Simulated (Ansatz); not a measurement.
# TiO2 (Anatase): given cell or relaxed cell?, part 2 of 2

Aim: gaps of TiO2 (Anatase) at the database cell and after a full relaxation.

Ansatz 0.2.0; PBE, HSE06 and G0W0, plane waves, PAW. Known limits of the many-body steps: short of the basis limit.

So far. Step 2 (PBE bands at the given cell): The gap is indirect, with the least direct gap 0.34 eV higher. The pressure of 5 GPa says that this functional would expand the cell; it is kept. Step 4 (PBE at the relaxed cell): The gap is indirect, with the least direct gap 0.30 eV higher.

## Step 5: HSE06 at the relaxed cell

The screened hybrid is the usual rung above semilocal functionals: a quarter of exact exchange, cut off beyond a few ångström.

This step: DFT, HSE06, plane waves, PAW.

Input file input.yaml:

```yaml
crystal:
  lattice:
    - [-1.8994427693, 1.8994427693, 4.8500949441]
    - [1.8994427693, -1.8994427693, 4.8500949441]
    - [1.8994427693, 1.8994427693, -4.8500949441]
  atoms:
    - { symbol: Ti, position: [0.0, 0.0, 0.0] }
    - { symbol: Ti, position: [0.75, 0.25, 0.5] }
    - { symbol: O, position: [0.2064600904, 0.2064600904, 0.0] }
    - { symbol: O, position: [0.9564600904, 0.4564600904, 0.5] }
    - { symbol: O, position: [0.5435399096, 0.0435399096, 0.5] }
    - { symbol: O, position: [0.7935399096, 0.7935399096, 0.0] }
kpoints:
  mp_grid: { grid: [6, 6, 6] }
  band_path:
    path:
      - [0.0, 0.0, 0.0]
      - [0.0, 0.0, 0.5]
      - [0.25, 0.25, 0.25]
      - [0.0, 0.5, 0.0]
      - [0.5, 0.5, -0.5]
      - [0.28954641, 0.71045359, -0.28954641]
      - [-0.28954641, 0.28954641, 0.28954641]
      - [-0.07909283, 0.07909283, 0.5]
      - [0.0, 0.0, 0.45]
      - [0.25, 0.25, -0.25]
    npoints: 1
hamiltonian:
  xc: hse06
scf:
  occupations: { method: fixed }
  n_extra_bands: 6
output:
  eigenvalues: true
```

The run is started by

```sh
$ ansatz run input.yaml --threads 3 --pin off --max-ram 64512MiB --backend cuda --events-out ev --progress --plain --runs-dir out --devices 1 --max-vram 24GiB
```

The log of the run:

```text
[...]
GPUs: using 1 of 1 available (devices: 1).
[...]
davidson cushion auto → on  (no smearing: the cushion is to keep the highest requested band from converging to the state above it; pin scf.eigensolver.cushion to override)
[...]
GPU FFT provider: cuFFT
GPU libraries: cuBLAS 13.8.2, cuFFT 12.4.0, cuSOLVER 12.3.4
Crystal: 6 atoms, lattice volume = 69.994 Å³
Basis set: ecut = 420 eV, 1365 PW (Γ), FFT grids on a1+a3, a2+a3, a3
[...]
Fermi energy:    5.920268 eV
[...]
--- Band table (eV; the first three rows and the last of 30) ---
  k-point 0: bands = [... 20 lower, 5.1410, 5.1410, 5.5347, 5.5347, 9.5863, 10.3700, 11.6471, 11.6471, ... 2 higher]
  k-point 1: bands = [... 20 lower, 4.5083, 4.7272, 5.2620, 5.7503, 10.4769, 10.5468, 10.7643, 11.2817, ... 2 higher]
  k-point 2: bands = [... 20 lower, 3.8058, 5.0255, 5.3326, 5.8850, 10.5417, 10.7820, 11.0436, 11.3486, ... 2 higher]
  k-point 29: bands = [... 20 lower, 4.6072, 4.6072, 5.8808, 5.8808, 9.9649, 9.9649, 11.4247, 11.4247, ... 2 higher]
[key lines of the parts left out:]
Free energy (F): -7275.962122 eV
```

The job ended after 30 s (1 × NVIDIA H100 80GB HBM3 (shared by 3 runs) with 3 threads of AMD EPYC 7R13 (Zen 3), shared host; peak memory 1.8 GiB; 65 s of CPU time).

Numbers from this step:

```
gap                  : 3.610 eV
valence top at       : k = (0.000, 0.000, 0.450)
conduction bottom at : Γ
least direct gap     : 3.934 eV
```

The gap stands +1.48 eV against PBE.

## Step 6: G0W0 at the relaxed cell

Now the one-shot GW correction: screening in the RPA, then the self-energy of the levels asked for.

This step: G0W0 on PBE, plane waves, PAW.

Input file input.yaml:

```yaml
crystal:
  lattice:
    - [-1.8994427693, 1.8994427693, 4.8500949441]
    - [1.8994427693, -1.8994427693, 4.8500949441]
    - [1.8994427693, 1.8994427693, -4.8500949441]
  atoms:
    - { symbol: Ti, position: [0.0, 0.0, 0.0] }
    - { symbol: Ti, position: [0.75, 0.25, 0.5] }
    - { symbol: O, position: [0.2064600904, 0.2064600904, 0.0] }
    - { symbol: O, position: [0.9564600904, 0.4564600904, 0.5] }
    - { symbol: O, position: [0.5435399096, 0.0435399096, 0.5] }
    - { symbol: O, position: [0.7935399096, 0.7935399096, 0.0] }
kpoints:
  mp_grid: { grid: [6, 6, 6] }
hamiltonian:
  xc: pbe
scf:
  occupations: { method: fixed }
gw:
  n_empty_bands: 257
  ecut_chi: 138
  qp_bands: [v2, c2]
  qp_kpoints: band_edges
  screening: { model: contour_deformation }
```

The log of the run:

```text
GPUs: using 1 of 1 available (devices: 1).
[...]
GPU FFT provider: cuFFT
GPU libraries: cuBLAS 13.8.2, cuFFT 12.4.0, cuSOLVER 12.3.4
Crystal: 6 atoms, lattice volume = 69.994 Å³
Basis set: ecut = 420 eV, 1365 PW (Γ)
Bands: 30, of which v1, the nominal top of the filled ones, is band 24 counted from 1 (23 counted from 0)
Symmetry: 16 space group operations
[...]
k-points: 30 of 216
[...]
1    26     10.0058   -14.3226    -6.4974   -21.9588  0.7051    11.1766    11.1446  root
[...]
29    23      6.8720   -26.0096     4.4829   -21.2635  0.7092     6.6074     6.6088  root
    29    24      6.8720   -26.0096     4.4829   -21.2635  0.7092     6.6074     6.6088  root
    29    25      9.4219   -13.2426    -6.9924   -21.4377  0.7160    10.6579    10.6245  root
    29    26      9.4219   -13.2426    -6.9924   -21.4377  0.7160    10.6579    10.6245  root
[key lines of the parts left out:]
SCF converged after 6 iterations
Free energy (F): -7277.500361 eV
Fermi energy:    6.919588 eV
```

Wall time 42 s (1 × NVIDIA H100 80GB HBM3 (shared by 3 runs) with 3 threads); peak memory 1.6 GiB; 75 s of CPU time.

Numbers from this step:

| Item | Value |
| --- | --- |
| bands summed | 281 |
| RPA ε∞ on this mesh (eigenvalues) | 6.074, 6.608, 6.608 |
| plane waves in the screening matrix | 269 |
| G0W0 gap on the mesh | 3.605 eV |
| k of the valence top | 0, 0, -0.5 |
| k of the conduction bottom | 0, 0, 0 |
| starting gap on the mesh | 2.179 eV |
| least direct G0W0 gap on the computed points | 3.881 eV |

The gap on the mesh goes from 2.18 eV to 3.60 eV, a correction of +1.43 eV. Between the two edge states, bare exchange in place of the xc potential would open the gap by 12.62 eV, and correlation takes back 11.19 eV. The start differs from the 2.13 eV found before because this mesh misses an edge.

## Step 7: G0W0 at the given cell

Input file input.yaml:

```yaml
crystal:
  lattice:
    - [-1.8921, 1.8921, 4.7573]
    - [1.8921, -1.8921, 4.7573]
    - [1.8921, 1.8921, -4.7573]
  atoms:
    - { symbol: Ti, position: [0.0, 0.0, 0.0] }
    - { symbol: Ti, position: [0.75, 0.25, 0.5] }
    - { symbol: O, position: [0.2081, 0.2081, 0.0] }
    - { symbol: O, position: [0.9581, 0.4581, 0.5] }
    - { symbol: O, position: [0.5419, 0.0419, 0.5] }
    - { symbol: O, position: [0.7919, 0.7919, 0.0] }
kpoints:
  mp_grid: { grid: [6, 6, 6] }
hamiltonian:
  xc: pbe
scf:
  occupations: { method: fixed }
gw:
  n_empty_bands: 250
  ecut_chi: 138
  qp_bands: [v2, c2]
  qp_kpoints: band_edges
  screening: { model: contour_deformation }
```

The log of the run:

```text
GPUs: using 1 of 1 available (devices: 1).
[...]
GPU FFT provider: cuFFT
GPU libraries: cuBLAS 13.8.2, cuFFT 12.4.0, cuSOLVER 12.3.4
Crystal: 6 atoms, lattice volume = 68.125 Å³
Basis set: ecut = 420 eV, 1315 PW (Γ)
Bands: 30, of which v1, the nominal top of the filled ones, is band 24 counted from 1 (23 counted from 0)
Symmetry: 16 space group operations
[...]
k-points: 30 of 216
[...]
1    26     10.3998   -14.3012    -6.4679   -21.9275  0.7108    11.5897    11.5583  root
[...]
29    23      7.2097   -26.1440     4.4895   -21.3790  0.7145     6.9327     6.9342  root
    29    24      7.2097   -26.1440     4.4895   -21.3790  0.7145     6.9327     6.9342  root
    29    25      9.8146   -13.2308    -6.9575   -21.4109  0.7213    11.0699    11.0371  root
    29    26      9.8146   -13.2308    -6.9575   -21.4109  0.7213    11.0699    11.0371  root
[key lines of the parts left out:]
SCF converged after 6 iterations
Free energy (F): -7277.471112 eV
Fermi energy:    7.290149 eV
```

Elapsed: 48 s, on 1 × NVIDIA H100 80GB HBM3 (shared by 3 runs) with 3 threads; peak memory 1.7 GiB; 84 s of CPU time.

Read from the output:

| Quantity | Value |
| --- | --- |
| bands summed | 274 |
| RPA ε∞ on this mesh (eigenvalues) | 6.020, 6.569, 6.569 |
| plane waves in the screening matrix | 253 |
| G0W0 gap on the mesh | 3.614 eV |
| k of the valence top | 0, 0, -0.5 |
| k of the conduction bottom | 0, 0, 0 |
| starting gap on the mesh | 2.167 eV |
| least direct G0W0 gap on the computed points | 3.946 eV |

The gap on the mesh goes from 2.17 eV to 3.61 eV, a correction of +1.45 eV. Between the two edge states, bare exchange in place of the xc potential would open the gap by 12.59 eV, and correlation takes back 11.14 eV. The start differs from the 2.12 eV found before because this mesh misses an edge.

## Step 8: Together

G0W0 rows are gaps on the mesh, lowered where the mesh misses an edge of the band path.

| level | given cell (eV) | relaxed cell (eV) | change (eV) |
| --- | --- | --- | --- |
| PBE | 2.12 | 2.13 | +0.01 |
| HSE06 | - | 3.61 | - |
| G0W0@PBE | 3.57 | 3.55 | −0.01 |

## Step 9: Results

```yaml
volume_change: +2.7 %
pbe_given_cell: 2.12 eV
pbe_relaxed_cell: 2.13 eV
hse06_relaxed_cell: 3.61 eV
g0w0_pbe_relaxed_cell: 3.55 eV
g0w0_pbe_given_cell: 3.57 eV
known_limits: short of the basis limit
```

Relaxation changes the volume by +2.7 % and the gap by +0.01 eV (PBE) and −0.01 eV (G0W0@PBE). Against experiment, by G0W0@PBE at the given cell: the gap of 3.57 eV lies +0.29 eV from the measured 3.28 eV (optical, 2018); the gap of 3.57 eV lies +0.29 eV from the measured 3.28 ± 0.13 eV (indirect, on SiO2 (quartz particles), 2024); the gap of 3.57 eV lies +0.40 eV from the measured 3.17 eV (kind not stated, 2020). An exciton line or allowed optical edge lies below the quasiparticle gap by the binding energy; a forbidden edge can push the onset above it. The calculation has static nuclei and no excitons; a measured gap holds zero-point and thermal motion, which mostly lowers it. Bands and cutoff are finite, so the gap stands short of the basis limit, usually by up to a few tenths of an eV; the mesh is an error of its own.

[Long decimals in the printed logs are rounded to 6 places.]

[Logs are printed without paths, hosts, clocks, repeated set-up lines and the standing remarks that a program may print on its own settings, such as how far it seeks lower states.]

[Paths, hosts, dates, memory and timing lines, banners, echoed tables and standing remarks are left out of the program output; an Ansatz launch command may be rebuilt from the run's recorded settings. Measured values are a selection of at most five: reports struck by readers or far from the other reports are left out. None is set beside runs whose start may be inverted or whose files or cutoffs have a known fault.]

[Runs of the session that timed out or met a known fault of the program may be left out.]

[Cells called generated may have been cut or substituted from an entry of the Crystallography Open Database or the Materials Project.]

[Hosts, paths, dates, database ids (printed as entryN), source tags and the programs' standing remarks are cut or masked in the printed files.]

[Where the starting crystal was built by hand or by swapping elements, it need not be the compound's stable phase.]
